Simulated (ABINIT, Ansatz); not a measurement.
Planning a run of ABINIT 10.8.3 on SF6 (Im-3m). The input:

```
acell 3*1.0 Angstrom
rprim 
  -2.873504736200 2.873504736200 2.873504736200
  2.873504736200 -2.873504736200 2.873504736200
  2.873504736200 2.873504736200 -2.873504736200
ntypat 2
znucl 16 9
natom 7
typat 1 2 2 2 2 2 2
xred 
  0.000000000000 0.000000000000 0.000000000000
  0.725627210000 0.725627210000 0.000000000000
  0.274372790000 0.274372790000 0.000000000000
  0.000000000000 0.274372790000 0.274372790000
  0.000000000000 0.725627210000 0.725627210000
  0.725627210000 0.000000000000 0.725627210000
  0.274372790000 0.000000000000 0.274372790000
pp_dirpath "pseudos"
pseudos "S.upf, F.upf"
ecut 36
ngkpt 2 2 2
nshiftk 1
shiftk 0 0 0
kptopt 1
chksymbreak 0
istwfk *1
occopt 1
irdwfk 1
optdriver 3
nband 86
ecuteps 4.2
inclvkb 2
awtr 1
symchi 1
gwcalctyp 2
nfreqre 16
freqremax 40 eV
nfreqim 8
spmeth 1
nomegasf 120
indata_prefix "in"
outdata_prefix "out"
tmpdata_prefix "tmp"
fftgw 31
```

```sh
OMP_NUM_THREADS=1 mpirun -n 4 abinit run.abi > log
```

Q: Estimate wall time and host memory on 4 MPI ranks of Intel Xeon Platinum 8259CL at 2.50GHz (Skylake/Cascade Lake), shared host.

It took 34 s; on shared hardware allow 17 s to 68 s. Peak host memory was 1.6 GiB.

[Paths, hosts, dates, memory and timing lines, banners, echoed tables and standing remarks are left out of the program output.]

[Logs are printed without paths, hosts, clocks, repeated set-up lines and the standing remarks that a program may print on its own settings, such as how far it seeks lower states.]

[Runs of the session that timed out or met a known fault of the program may be left out.]

[Hosts, paths, dates, database ids (printed as entryN), source tags and the programs' standing remarks are cut or masked in the printed files.]

[G0W0 gaps are taken among the corrected bands and points alone; a level outside them can change the order at an edge.]

[Where Ansatz stands beside ABINIT at settings called matched, ABINIT's density can come from a denser mesh and the files from another edition; pairs whose starting gaps differed by over 0.03 eV were left out, so agreement reads better than it is.]
